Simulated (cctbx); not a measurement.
**What is wrong with this refinement?**

Cell a = 11.6540 Å, b = 4.0500 Å, c = 11.8130 Å, α = 90.00°, β = 109.04°, γ = 90.00°; space group P2_1/m (no. 11). The compound is SmY3Se5S.

The data are simulated with cctbx, not measured: Ga Kα, λ = 1.3414 Å, to d = 0.83 Å, 50 % of the full sphere, strongest reflection 40000 counts, noise from counting, a 2 % proportional error and a noise floor of 15 counts (s.d.); no absorption, and some extinction, which the refinements don't model.

An anisotropic refinement with weights 1/σ² prints:

```text
Rint 0.022, 991 unique reflections to 0.83 A
cycle     R1     wR2    GooF  max shift (A)
   1  0.2821  0.5356  16.366   0.00999
   2  0.1254  0.2929   8.950   0.00045
final R1 0.1251 wR2 0.2929 GooF 8.949  parameters 60  data/parameter 16.5
atom        x        y        z      Ueq    occ   su(xyz)  su(Uiso or U11)
Y1     0.45293  0.25000  0.80539  -0.0248  1.000  0.00028  0.0014  NPD
Y2     0.34463  0.25000  0.41238   0.0002  1.000  0.00045  0.0025  NPD
Y3     0.06638  0.25000  0.66670  -0.0003  1.000  0.00045  0.0023  NPD
Sm1    0.81741  0.25000  0.99912   0.0263  1.000  0.00045  0.0025
Se1    0.38484  0.25000  0.04020   0.0008  1.000  0.00055  0.0029  NPD
Se2    0.76230  0.25000  0.22668  -0.0012  1.000  0.00054  0.0027  NPD
Se3    0.58575  0.25000  0.41019  -0.0005  1.000  0.00056  0.0031  NPD
Se4    0.10275  0.25000  0.44068   0.0022  1.000  0.00058  0.0029
Se5    0.02044  0.25000  0.88521  -0.0015  1.000  0.00054  0.0027  NPD
S1     0.69385  0.25000  0.75334   0.0008  1.000  0.00126  0.0062  NPD
difference map: max 23.18 min -7.88 rms 1.58
Q1    0.4522  0.2500  0.8078    2   23.43  0.03 A from Y1
Q2    0.0682  0.2500  0.6685    2    6.59  0.03 A from Y3
Q3    0.3398  0.2500  0.4248    2    5.97  0.17 A from Y2
Q4    0.4260  0.7500  0.5862    2    5.36  0.16 A from Se3
Q5    0.3947  0.2500  0.0057    2    4.93  0.46 A from Se1
Q6    0.2198  0.7500  0.7776    2    4.66  0.23 A from Se2
```

Q: Accept it or mend it, and why?

Mend it. The fault: elements exchanged: Sm1 is Y and Y1 is Sm. Against the right model at the same level, R1 goes from 0.0161 to 0.1251 and GooF from 0.96 to 8.95, U of Y1 shrinks from 0.0024 to -0.0248 Å², U of Sm1 swells from 0.0037 to 0.0263 Å², the top difference peak, 23.4 e/Å³, lies on Y1 and Y1, Y2, Y3, Se1, Se2, Se3, Se5 and S1 go non-positive-definite. Sm1 has 23 electrons too many and its U swells to shed them, as expected; Y1 has 23 electrons too few and its U shrinks to make up, as expected.

The compound is SmY3Se5S. The right model at the same level gives:

```text
Rint 0.022, 991 unique reflections to 0.83 A
cycle     R1     wR2    GooF  max shift (A)
   1  0.0180  0.0362   1.106   0.00035
   2  0.0161  0.0316   0.964   0.00000
final R1 0.0161 wR2 0.0316 GooF 0.964  parameters 60  data/parameter 16.5
atom        x        y        z      Ueq    occ   su(xyz)  su(Uiso or U11)
Sm1    0.45270  0.25000  0.80530   0.0024  1.000  0.00003  0.0002
Y1     0.34450  0.25000  0.41223   0.0042  1.000  0.00005  0.0003
Y2     0.06650  0.25000  0.66700   0.0027  1.000  0.00005  0.0002
Y3     0.81690  0.25000  0.99910   0.0037  1.000  0.00005  0.0002
Se1    0.38471  0.25000  0.03954   0.0046  1.000  0.00006  0.0003
Se2    0.76307  0.25000  0.22672   0.0037  1.000  0.00006  0.0003
Se3    0.58511  0.25000  0.40979   0.0024  1.000  0.00006  0.0003
Se4    0.10290  0.25000  0.44069   0.0056  1.000  0.00006  0.0003
Se5    0.02082  0.25000  0.88576   0.0027  1.000  0.00006  0.0003
S1     0.69432  0.25000  0.75279   0.0037  1.000  0.00013  0.0007
difference map: max 0.94 min -1.21 rms 0.21
Q1    0.3836  0.7500  0.4470    2    0.95  1.61 A from Se3
Q2    0.1358  0.2500  0.8309    2    0.94  1.67 A from Se5
Q3    0.1671  0.2500  0.7084    2    0.89  1.11 A from Y2
Q4    0.3019  0.2500  0.6052    2    0.85  2.44 A from Sm1
Q5    0.2281  0.7500  0.1203    2    0.83  1.33 A from Y3
Q6    0.4103  0.7500  0.0970    2    0.82  1.64 A from Sm1
```

This is a model crystal, built by substitution and not relaxed, with assumed displacement parameters.

[Middle refinement cycles are left out of these outputs.]

[Logs are printed without paths, hosts, clocks, repeated set-up lines and the standing remarks that a program may print on its own settings, such as how far it seeks lower states.]
